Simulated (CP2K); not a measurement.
Consider nitrosoacetaldehyde at its PBE geometry (Å).

```xyz
8

O    -1.6635    0.8576   -0.7052
C    -1.1546    0.1278    0.1208
C     0.3025   -0.3155    0.1342
N     1.0941    0.2759   -0.9902
O     2.0948    0.8581   -0.6124
H    -1.7458   -0.2849    0.9766
H     0.3076   -1.4069   -0.0394
H     0.7650   -0.1119    1.1154
```

Method: CP2K XAS_TDP, all-electron GAPW, PBEh(45%), aug-cc-pVDZ, TDA, no relativity.

**Question.** Where do the N K-edge lines lie, and how strong are they?

Leading lines: N4 394.43 eV. The leading line of an atom is its first one with 35 % of the strongest within 2.5 eV of its lowest line over the strength cut. 

The first six lines of each atom with a strength over 0.0015:

```csv
atom,energy (eV),states,"strength, one atom"
N4 (bonded to C and O),394.43,1,0.0718
,402.50,1,0.0215
,402.67,1,0.0157
,403.39,1,0.0036
,403.61,1,0.0018
,404.10,1,0.0104
```

Lines are vertical, at one geometry, with no vibrational structure. Without a correction of the core level, line positions, and the gaps between valence and Rydberg lines, follow the share of exact exchange. At this level such K lines come out 3 to 6 eV under measured ones. These values hold no scalar relativity, about 0.2 eV for N 1s. Rydberg lines, and the discretised continuum above threshold, depend on the basis and the box.

[Banner, clock and machine lines of the logs are left out without a mark of their own.]

[Logs are printed without paths, hosts, clocks, repeated set-up lines and the standing remarks that a program may print on its own settings, such as how far it seeks lower states.]

[Hosts, paths, dates, database ids (printed as entryN), source tags and the programs' standing remarks are cut or masked in the printed files.]
